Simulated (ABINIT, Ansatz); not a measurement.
# A GW chain in ABINIT: CsPbCl3 (Pm-3m), part 2 of 3

How does a plane-wave GW calculation on CsPbCl3 (Pm-3m) run from the first input to the gap?

ABINIT 10.8.3; PBEsol and many-body steps on it, plane waves. Known limits of the many-body steps: not at the basis limit; exchange with frozen shells missing; no spin-orbit coupling; coarse k mesh.

So far. Step 2 (Ground state): The gap is direct, at (0.500, 0.500, 0.500).

### 3. Bands along the symmetry lines

Level of this step: DFT, PBEsol, plane waves, norm-conserving pseudopotentials (ABINIT).

The cheap functional maps the bands first; the places of the edges decide which points the dearer methods must see.

The input, run.abi:

```
acell 3*1.0 Angstrom
rprim 
  5.605000000000 0.000000000000 0.000000000000
  0.000000000000 5.605000000000 0.000000000000
  0.000000000000 0.000000000000 5.605000000000
ntypat 3
znucl 55 82 17
natom 5
typat 1 2 3 3 3
xred 
  0.000000000000 0.000000000000 0.000000000000
  0.500000000000 0.500000000000 0.500000000000
  0.500000000000 0.500000000000 0.000000000000
  0.000000000000 0.500000000000 0.500000000000
  0.500000000000 0.000000000000 0.500000000000
pp_dirpath "pseudos"
pseudos "Cs.upf, Pb.upf, Cl.upf"
ecut 25
iscf -2
irdden 1
kptopt 0
nkpt 50
kpt 
  0.00000000 0.00000000 0.00000000
  0.00000000 0.06250000 0.00000000
  0.00000000 0.12500000 0.00000000
  0.00000000 0.18750000 0.00000000
  0.00000000 0.25000000 0.00000000
  0.00000000 0.31250000 0.00000000
  0.00000000 0.37500000 0.00000000
  0.00000000 0.43750000 0.00000000
  0.00000000 0.50000000 0.00000000
  0.06250000 0.50000000 0.00000000
  0.12500000 0.50000000 0.00000000
  0.18750000 0.50000000 0.00000000
  0.25000000 0.50000000 0.00000000
  0.31250000 0.50000000 0.00000000
  0.37500000 0.50000000 0.00000000
  0.43750000 0.50000000 0.00000000
  0.50000000 0.50000000 0.00000000
  0.43750000 0.43750000 0.00000000
  0.37500000 0.37500000 0.00000000
  0.31250000 0.31250000 0.00000000
  0.25000000 0.25000000 0.00000000
  0.18750000 0.18750000 0.00000000
  0.12500000 0.12500000 0.00000000
  0.06250000 0.06250000 0.00000000
  0.00000000 0.00000000 0.00000000
  0.06250000 0.06250000 0.06250000
  0.12500000 0.12500000 0.12500000
  0.18750000 0.18750000 0.18750000
  0.25000000 0.25000000 0.25000000
  0.31250000 0.31250000 0.31250000
  0.37500000 0.37500000 0.37500000
  0.43750000 0.43750000 0.43750000
  0.50000000 0.50000000 0.50000000
  0.43750000 0.50000000 0.43750000
  0.37500000 0.50000000 0.37500000
  0.31250000 0.50000000 0.31250000
  0.25000000 0.50000000 0.25000000
  0.18750000 0.50000000 0.18750000
  0.12500000 0.50000000 0.12500000
  0.06250000 0.50000000 0.06250000
  0.00000000 0.50000000 0.00000000
  0.50000000 0.50000000 0.50000000
  0.50000000 0.50000000 0.43750000
  0.50000000 0.50000000 0.37500000
  0.50000000 0.50000000 0.31250000
  0.50000000 0.50000000 0.25000000
  0.50000000 0.50000000 0.18750000
  0.50000000 0.50000000 0.12500000
  0.50000000 0.50000000 0.06250000
  0.50000000 0.50000000 0.00000000
istwfk *1
nband 29
nbdbuf 2
tolwfr 1e-08
nstep 40
prtwf 0
prtvol 0
indata_prefix "in"
outdata_prefix "out"
tmpdata_prefix "tmp"
```

On the command line:

```console
OMP_NUM_THREADS=1 mpirun -n 4 abinit run.abi > log
```

Numbers of over 12 decimals in the logs are rounded to 6 here.

The log of the run:

```text
.Version 10.8.3 of ABINIT. v10.8.2 released Aug 2026.

 Symmetries : space group Pm -3 m (#221); Bravais cP (primitive cubic)
[... echo of the input left out ...]
== DATASET  1 ==================================================================
-   mpi_nproc: 4, omp_nthreads: 1 (-1 if OMP is not activated)

--- !DatasetInfo
iteration_state: {dtset: 1, }
dimensions: {natom: 5, nkpt: 50, mband: 29, nsppol: 1, nspinor: 1, nspden: 1, mpw: 7130, }
cutoff_energies: {ecut:  25.0, pawecutdg:  -1.0, }
electrons: {nelect:   4.40000000E+01, charge:   0.00000000E+00, occopt:   1.00000000E+00, tsmear:   1.00000000E-02, }

 Real(R)+Recip(G) space primitive vectors, cartesian coordinates (Bohr,Bohr^-1):
 R(1)= 10.5919149  0.0000000  0.0000000  G(1)=  0.0944116  0.0000000  0.0000000
 R(2)=  0.0000000 10.5919149  0.0000000  G(2)=  0.0000000  0.0944116  0.0000000
 R(3)=  0.0000000  0.0000000 10.5919149  G(3)=  0.0000000  0.0000000  0.0944116
 Unit cell volume ucvol=  1.1882928E+03 bohr^3
 Angles (23,13,12)=  9.00000000E+01  9.00000000E+01  9.00000000E+01 degrees

 getcut: wavevector=  0.0000  0.0000  0.0000  ngfft=  48  48  48
         ecut(hartree)=     25.000   => boxcut(ratio)=   2.01341

--- Pseudopotential description ------------------------------------------------
- Cs Generated using ONCVPSP code by D. R. Hamann
- 55.00000   9.00000  180301                  znucl, zion, pspdat
12 -116133 3 -1 2384                          pspcod,pspxc,lmax,lloc,mmax
     nproj     2     2     2     2
  pspatm : epsatm=   22.12462466
         --- l  ekb(1:nproj) -->
             0    6.214110    0.767882
             1    6.311966    0.793598
             2    3.769790    0.913105
[...]
pspatm: atomic psp has been read  and splines computed

- Pb Generated using ONCVPSP code by D. R. Hamann
- 82.00000  14.00000  180301                  znucl, zion, pspdat
12 -116133 2 -1 1678                          pspcod,pspxc,lmax,lloc,mmax
     nproj     2     2     2     0
  pspatm : epsatm=   44.32674817
         --- l  ekb(1:nproj) -->
[...]
pspatm: atomic psp has been read  and splines computed

- Cl Generated using ONCVPSP code by D. R. Hamann
- 17.00000   7.00000  180301                  znucl, zion, pspdat
12 -116133 2 -1 1028                          pspcod,pspxc,lmax,lloc,mmax
     nproj     2     2     2     0
  pspatm : epsatm=    8.95520293
         --- l  ekb(1:nproj) -->
[...]
pspatm: atomic psp has been read  and splines computed

--------------------------------------------------------------------------------

================================================================================
 prteigrs : about to open file out_EIG
 Non-SCF case, kpt    1 (  0.00000  0.00000  0.00000), residuals and eigenvalues=
  5.69E-09  2.73E-09  4.70E-09  3.24E-09  4.91E-09  6.53E-09  7.89E-09  6.70E-09
[...]
Non-SCF case, kpt   50 (  0.50000  0.50000  0.00000), residuals and eigenvalues=
[...]
-2.2474E-01 -9.3025E-02 -5.4324E-02 -3.2744E-02 -3.2744E-02 -3.1351E-02
 -3.1351E-02 -2.8972E-02 -8.6239E-03  4.1989E-02  1.6028E-01  1.6028E-01
[...]
--- !ResultsGS
iteration_state: {dtset: 1, }
comment   : Summary of ground state results
lattice_vectors:
- [ 10.5919149,   0.0000000,   0.0000000, ]
- [  0.0000000,  10.5919149,   0.0000000, ]
- [  0.0000000,   0.0000000,  10.5919149, ]
lattice_lengths: [  10.59191,   10.59191,   10.59191, ]
lattice_angles: [ 90.000,  90.000,  90.000, ] # degrees, (23, 13, 12)
lattice_volume:   1.1882928E+03
convergence: {deltae:  0.000E+00, res2:  0.000E+00, residm:  9.995E-09, diffor:  0.000E+00, }
etotal    :  -1.42988291E+02
entropy   :   0.00000000E+00
fermie    :   7.20185379E-02
cartesian_stress_tensor: null
pressure_GPa: null
xred      :
- [  0.0000E+00,   0.0000E+00,   0.0000E+00, Cs]
- [  5.0000E-01,   5.0000E-01,   5.0000E-01, Pb]
- [  5.0000E-01,   5.0000E-01,   0.0000E+00, Cl]
- [  0.0000E+00,   5.0000E-01,   5.0000E-01, Cl]
- [  5.0000E-01,   0.0000E+00,   5.0000E-01, Cl]
cartesian_forces: null
force_length_stats: {min: null, max: null, mean: null, }

 Integrated electronic density in atomic spheres:
 ------------------------------------------------
 Atom  Sphere_radius  Integrated_density
[...]
================================================================================

 ----iterations are completed or convergence reached----

 Mean square residual over all n,k,spin=   72.121E-10; max=  99.948E-10
 reduced coordinates (array xred) for    5 atoms
[...]
0.000000000000      0.500000000000      0.500000000000
       0.500000000000      0.000000000000      0.500000000000

 cartesian coordinates (angstrom) at end:
    1      0.000000     0.000000     0.000000
    2      2.802500     2.802500     2.802500
    3      2.802500     2.802500     0.000000
    4      0.000000     2.802500     2.802500
    5      2.802500     0.000000     2.802500
 length scales=  1.889726125908  1.889726125908  1.889726125908 bohr
              =  1.000000000000  1.000000000000  1.000000000000 angstroms
 prteigrs : about to open file out_EIG
 Eigenvalues (hartree) for nkpt=  50  k points:
 kpt#   1, nband= 29, wtk=  1.00000, kpt=  0.0000  0.0000  0.0000 (reduced coord)
[...]
kpt#   2, nband= 29, wtk=  1.00000, kpt=  0.0000  0.0625  0.0000 (reduced coord)
[...]
kpt#   3, nband= 29, wtk=  1.00000, kpt=  0.0000  0.1250  0.0000 (reduced coord)
[...]
kpt#  49, nband= 29, wtk=  1.00000, kpt=  0.5000  0.5000  0.0625 (reduced coord)
[...]
0.24353    0.27146    0.28119    0.29353    0.29795
 kpt#  50, nband= 29, wtk=  1.00000, kpt=  0.5000  0.5000  0.0000 (reduced coord)
[...]
-0.46305   -0.23769   -0.22681   -0.22681   -0.22474   -0.09303   -0.05432   -0.03274
  -0.03274   -0.03135   -0.03135   -0.02897   -0.00862    0.04199    0.16028    0.16028
   0.24986    0.26773    0.28134    0.29441    0.30049

== END DATASET(S) ==============================================================
================================================================================

 -outvars: echo values of variables after computation  --------
            nband          29
             nkpt          50
          spgroup         221
 [... the other variables as echoed above ...]

 Calculation completed.
```

It took 68 s on 4 MPI ranks of Arm Neoverse V2, shared host; peak memory 0.44 GiB.

Numbers from this step:

```yaml
gap: 1.802 eV
k_of_the_valence_top: 0.5, 0.5, 0.5
k_of_the_conduction_bottom: 0.5, 0.5, 0.5
least_direct_gap: 1.802 eV
```

The gap is 1.802 eV, as in the run before at this level.

Electronic bands along the path, in eV, zero at the top of the highest filled band:

| point | band 19 | band 20 | band 21 | band 22 | band 23 | band 24 | band 25 | band 26 |
| --- | --- | --- | --- | --- | --- | --- | --- | --- |
| Γ | -2.62 | -2.51 | -2.51 | -2.51 | 3.22 | 4.22 | 4.22 | 5.11 |
| halfway | -2.67 | -2.57 | -2.57 | -2.42 | 3.74 | 4.54 | 4.63 | 4.76 |
| X | -2.72 | -2.62 | -2.62 | -1.69 | 2.92 | 4.60 | 5.15 | 5.25 |
| halfway | -2.71 | -2.63 | -2.38 | -1.46 | 2.65 | 3.98 | 5.02 | 5.08 |
| M | -2.81 | -2.75 | -2.19 | -0.82 | 2.40 | 2.40 | 4.84 | 5.33 |
| halfway | -2.64 | -2.60 | -2.41 | -2.25 | 3.98 | 4.15 | 4.53 | 4.99 |
| Γ | -2.62 | -2.51 | -2.51 | -2.51 | 3.22 | 4.22 | 4.22 | 5.11 |
| halfway | -2.43 | -2.43 | -2.41 | -2.12 | 3.81 | 3.81 | 3.89 | 4.79 |
| R | -2.18 | -2.18 | -2.18 | 0.00 | 1.80 | 1.80 | 1.80 | 4.99 |
| halfway | -2.47 | -2.44 | -2.33 | -1.27 | 2.37 | 3.58 | 3.73 | 5.12 |
| X | -2.72 | -2.62 | -2.62 | -1.69 | 2.92 | 4.60 | 5.15 | 5.25 |
| jump to R | -2.18 | -2.18 | -2.18 | 0.00 | 1.80 | 1.80 | 1.80 | 4.99 |
| halfway | -2.42 | -2.42 | -2.19 | -0.62 | 2.10 | 2.10 | 3.39 | 5.36 |
| M | -2.81 | -2.75 | -2.19 | -0.82 | 2.40 | 2.40 | 4.84 | 5.33 |

### 4. Empty states on the mesh, 2×2×2 mesh, 338 bands

The sums over transitions need many empty states on a uniform mesh; this step solves for them.

The input, run.abi:

```
acell 3*1.0 Angstrom
rprim 
  5.605000000000 0.000000000000 0.000000000000
  0.000000000000 5.605000000000 0.000000000000
  0.000000000000 0.000000000000 5.605000000000
ntypat 3
znucl 55 82 17
natom 5
typat 1 2 3 3 3
xred 
  0.000000000000 0.000000000000 0.000000000000
  0.500000000000 0.500000000000 0.500000000000
  0.500000000000 0.500000000000 0.000000000000
  0.000000000000 0.500000000000 0.500000000000
  0.500000000000 0.000000000000 0.500000000000
pp_dirpath "pseudos"
pseudos "Cs.upf, Pb.upf, Cl.upf"
ecut 25
ngkpt 2 2 2
nshiftk 1
shiftk 0 0 0
kptopt 1
chksymbreak 0
iscf -2
irdden 1
istwfk *1
nband 338
nbdbuf 30
tolwfr 1e-09
nstep 60
prtvol 0
indata_prefix "in"
outdata_prefix "out"
tmpdata_prefix "tmp"
```

The log of the run:

```text
.Version 10.8.3 of ABINIT. v10.8.2 released Aug 2026.

 Symmetries : space group Pm -3 m (#221); Bravais cP (primitive cubic)
[... echo of the input left out ...]
== DATASET  1 ==================================================================
-   mpi_nproc: 4, omp_nthreads: 1 (-1 if OMP is not activated)

--- !DatasetInfo
iteration_state: {dtset: 1, }
dimensions: {natom: 5, nkpt: 4, mband: 338, nsppol: 1, nspinor: 1, nspden: 1, mpw: 7123, }
cutoff_energies: {ecut:  25.0, pawecutdg:  -1.0, }
electrons: {nelect:   4.40000000E+01, charge:   0.00000000E+00, occopt:   1.00000000E+00, tsmear:   1.00000000E-02, }

 Real(R)+Recip(G) space primitive vectors, cartesian coordinates (Bohr,Bohr^-1):
 R(1)= 10.5919149  0.0000000  0.0000000  G(1)=  0.0944116  0.0000000  0.0000000
 R(2)=  0.0000000 10.5919149  0.0000000  G(2)=  0.0000000  0.0944116  0.0000000
 R(3)=  0.0000000  0.0000000 10.5919149  G(3)=  0.0000000  0.0000000  0.0944116
 Unit cell volume ucvol=  1.1882928E+03 bohr^3
 Angles (23,13,12)=  9.00000000E+01  9.00000000E+01  9.00000000E+01 degrees

 getcut: wavevector=  0.0000  0.0000  0.0000  ngfft=  48  48  48
         ecut(hartree)=     25.000   => boxcut(ratio)=   2.01341

--- Pseudopotential description ------------------------------------------------
- Cs Generated using ONCVPSP code by D. R. Hamann
- 55.00000   9.00000  180301                  znucl, zion, pspdat
12 -116133 3 -1 2384                          pspcod,pspxc,lmax,lloc,mmax
     nproj     2     2     2     2
  pspatm : epsatm=   22.12462466
         --- l  ekb(1:nproj) -->
             0    6.214110    0.767882
             1    6.311966    0.793598
             2    3.769790    0.913105
[...]
pspatm: atomic psp has been read  and splines computed

- Pb Generated using ONCVPSP code by D. R. Hamann
- 82.00000  14.00000  180301                  znucl, zion, pspdat
12 -116133 2 -1 1678                          pspcod,pspxc,lmax,lloc,mmax
     nproj     2     2     2     0
  pspatm : epsatm=   44.32674817
         --- l  ekb(1:nproj) -->
[...]
pspatm: atomic psp has been read  and splines computed

- Cl Generated using ONCVPSP code by D. R. Hamann
- 17.00000   7.00000  180301                  znucl, zion, pspdat
12 -116133 2 -1 1028                          pspcod,pspxc,lmax,lloc,mmax
     nproj     2     2     2     0
  pspatm : epsatm=    8.95520293
         --- l  ekb(1:nproj) -->
[...]
pspatm: atomic psp has been read  and splines computed

--------------------------------------------------------------------------------

================================================================================
 prteigrs : about to open file out_EIG
 Non-SCF case, kpt    1 (  0.00000  0.00000  0.00000), residuals and eigenvalues=
  3.93E-10  3.04E-10  3.24E-10  1.21E-10  1.45E-10  1.61E-10  1.38E-10  1.71E-10
  2.37E-10  2.04E-10  2.83E-10  7.15E-10  1.44E-10  1.38E-10  1.95E-10  7.27E-10
  1.75E-10  3.32E-10  4.88E-10  1.39E-10  2.03E-10  4.23E-10  1.89E-10  1.28E-10
[...]
6.63E-05  6.98E-05
 -7.1214E-01 -5.4410E-01 -5.4410E-01 -5.3480E-01 -5.3480E-01 -5.3480E-01
 -4.8423E-01 -4.5113E-01 -4.5113E-01 -2.2617E-01 -2.2617E-01 -2.2617E-01
 -1.7418E-01 -1.0100E-01 -1.0100E-01 -1.0100E-01 -2.4226E-02 -2.4226E-02
[...]
2.9008E+00  2.9067E+00  2.9067E+00  2.9067E+00  2.9233E+00  2.9233E+00
  2.9234E+00  2.9320E+00  2.9503E+00  2.9514E+00  2.9669E+00  2.9680E+00
  2.9691E+00  2.9708E+00
 prteigrs : prtvol=0 or 1, do not print more k-points.

--- !ResultsGS
iteration_state: {dtset: 1, }
comment   : Summary of ground state results
lattice_vectors:
- [ 10.5919149,   0.0000000,   0.0000000, ]
- [  0.0000000,  10.5919149,   0.0000000, ]
- [  0.0000000,   0.0000000,  10.5919149, ]
lattice_lengths: [  10.59191,   10.59191,   10.59191, ]
lattice_angles: [ 90.000,  90.000,  90.000, ] # degrees, (23, 13, 12)
lattice_volume:   1.1882928E+03
convergence: {deltae:  0.000E+00, res2:  0.000E+00, residm:  9.988E-10, diffor:  0.000E+00, }
etotal    :  -1.42988291E+02
entropy   :   0.00000000E+00
fermie    :   7.20185379E-02
cartesian_stress_tensor: null
pressure_GPa: null
xred      :
- [  0.0000E+00,   0.0000E+00,   0.0000E+00, Cs]
- [  5.0000E-01,   5.0000E-01,   5.0000E-01, Pb]
- [  5.0000E-01,   5.0000E-01,   0.0000E+00, Cl]
- [  0.0000E+00,   5.0000E-01,   5.0000E-01, Cl]
- [  5.0000E-01,   0.0000E+00,   5.0000E-01, Cl]
cartesian_forces: null
force_length_stats: {min: null, max: null, mean: null, }

 Integrated electronic density in atomic spheres:
 ------------------------------------------------
 Atom  Sphere_radius  Integrated_density
[...]
================================================================================

 ----iterations are completed or convergence reached----

 Mean square residual over all n,k,spin=   47.953E-11; max=  99.876E-11
 reduced coordinates (array xred) for    5 atoms
[...]
0.000000000000      0.500000000000      0.500000000000
       0.500000000000      0.000000000000      0.500000000000

 cartesian coordinates (angstrom) at end:
    1      0.000000     0.000000     0.000000
    2      2.802500     2.802500     2.802500
    3      2.802500     2.802500     0.000000
    4      0.000000     2.802500     2.802500
    5      2.802500     0.000000     2.802500
 length scales=  1.889726125908  1.889726125908  1.889726125908 bohr
              =  1.000000000000  1.000000000000  1.000000000000 angstroms
 prteigrs : about to open file out_EIG
 Eigenvalues (hartree) for nkpt=   4  k points:
 kpt#   1, nband=338, wtk=  0.12500, kpt=  0.0000  0.0000  0.0000 (reduced coord)
[...]
2.89693    2.89693    2.89694    2.90081    2.90082    2.90667    2.90667    2.90668
   2.92332    2.92333    2.92338    2.93203    2.95026    2.95136    2.96689    2.96799
   2.96913    2.97080
 prteigrs : prtvol=0 or 1, do not print more k-points.

== END DATASET(S) ==============================================================
================================================================================

 -outvars: echo values of variables after computation  --------
            nband         338
             nkpt           4
          spgroup         221
 [... the other variables as echoed above ...]

 Calculation completed.
```

The job ended after 2.5 min (4 MPI ranks; peak memory 0.47 GiB).

Numbers from this step:

| Item | Value |
| --- | --- |
| gap | 1.802 eV |
| k of the valence top | 0.5, 0.5, 0.5 |
| k of the conduction bottom | 0.5, 0.5, 0.5 |
| least direct gap | 1.802 eV |
| k points computed | 4 |
| lowest point of the top converged band, above the valence top | 73.3605 eV |

On this mesh the gap is 1.802 eV.

### 5. Screening, 2×2×2 mesh, 308 bands, screening to 176.9 eV

The RPA dielectric matrix is built and inverted for each q.

This step: RPA screening on PBEsol, plane waves, norm-conserving pseudopotentials.

Edit run.abi of step 4 so:

```diff
@@ -23,10 +23,11 @@
 chksymbreak 0
-iscf -2
-irdden 1
 istwfk *1
-nband 338
-nbdbuf 30
-tolwfr 1e-09
-nstep 60
-prtvol 0
+occopt 1
+irdwfk 1
+optdriver 3
+nband 308
+ecuteps 6.5
+inclvkb 2
+awtr 1
+symchi 1
 indata_prefix "in"
```

The log of the run:

```text
.Version 10.8.3 of ABINIT. v10.8.2 released Aug 2026.

 Symmetries : space group Pm -3 m (#221); Bravais cP (primitive cubic)
[... echo of the input left out ...]
== DATASET  1 ==================================================================
-   mpi_nproc: 4, omp_nthreads: 1 (-1 if OMP is not activated)

--- !DatasetInfo
iteration_state: {dtset: 1, }
dimensions: {natom: 5, nkpt: 4, mband: 308, nsppol: 1, nspinor: 1, nspden: 1, mpw: 7123, }
cutoff_energies: {ecut:  25.0, pawecutdg:  -1.0, }
electrons: {nelect:   4.40000000E+01, charge:   0.00000000E+00, occopt:   1.00000000E+00, tsmear:   1.00000000E-02, }

 SCREENING: Calculation of the susceptibility and dielectric matrices

 Based on a program developped by R.W. Godby, V. Olevano, G. Onida, and L. Reining.
 Incorporated in ABINIT by V. Olevano, G.-M. Rignanese, and M. Torrent.
.Using double precision arithmetic ; gwpc =  8

[... cell and pseudopotentials left out ...]
--------------------------------------------------------------------------------

 ==== K-mesh for the wavefunctions ====
 Number of points in the irreducible wedge :     4
[... list of points left out ...]
 Together with 48 symmetry operations and time-reversal symmetry
 yields     8 points in the full Brillouin Zone.

 ==== Q-mesh for the screening function ====
 Number of points in the irreducible wedge :     4
[... list of points left out ...]
 Together with 48 symmetry operations and time-reversal symmetry
 yields     8 points in the full Brillouin Zone.

 setmesh: FFT mesh size selected  =    36x   36x   36
          total number of points  =        46656

 vcoul_init : cutoff-mode = AUXILIARY_FUNCTION
 q-points for optical limit:   1
     1)      0.000010    0.000020    0.000030

- screening: taking advantage of time-reversal symmetry
- Maximum band index for partially occupied states nbvw = 22
- Remaining bands to be divided among processors   nbcw = 286
- Number of bands treated by each node ~71

 Number of electrons calculated from density =   44.0000; Expected =   44.0000
 average of density, n =  0.037028
 r_s =    1.8612
 omega_plasma =   18.5618 [eV]

 calculating chi0 at frequencies [eV] :
  1    0.000000E+00    0.000000E+00
  2    0.000000E+00    1.856181E+01

--------------------------------------------------------------------------------
  q-point number  1        q = ( 0.000000, 0.000000, 0.000000) [r.l.u.]
--------------------------------------------------------------------------------
[... chi0 elements left out ...]
 For q-point:  0.000010 0.000020 0.000030
  dielectric constant =   7.9935
  dielectric constant without local fields =   9.1809

  Average fulfillment of the sum rule on Im[epsilon] for q-point    1 :     89.23  [%]
[... wings left out ...]
  q-point number  2        q = ( 0.500000, 0.000000, 0.000000) [r.l.u.]
--------------------------------------------------------------------------------
[... chi0 elements left out ...]
  Average fulfillment of the sum rule on Im[epsilon] for q-point    2 :     96.20  [%]

 [... 2 further q-points ...]
```

The job ended after 1.9 min (4 MPI ranks; peak memory 1.9 GiB; 7.5 min of CPU time).

Numbers from this step:

* ε∞ with local fields, on this mesh, along the program's q direction: 7.994
* the same without local fields: 9.181
* plasma frequency: 18.56 eV
* plane waves in the screening matrix: 925

Local fields lower ε∞ by 13 %. On a Γ-centred mesh this coarse the value itself is usually too large, while a short band sum pulls it down.

(Part 2 of 3 ends here.)

[Paths, hosts, dates, memory and timing lines, banners, echoed tables and standing remarks are left out of the program output.]

[Logs are printed without paths, hosts, clocks, repeated set-up lines and the standing remarks that a program may print on its own settings, such as how far it seeks lower states.]

[Runs of the session that timed out or met a known fault of the program may be left out.]

[Hosts, paths, dates, database ids (printed as entryN), source tags and the programs' standing remarks are cut or masked in the printed files.]

[G0W0 gaps are taken among the corrected bands and points alone; a level outside them can change the order at an edge.]

[Where Ansatz stands beside ABINIT at settings called matched, ABINIT's density can come from a denser mesh and the files from another edition; pairs whose starting gaps differed by over 0.03 eV were left out, so agreement reads better than it is.]
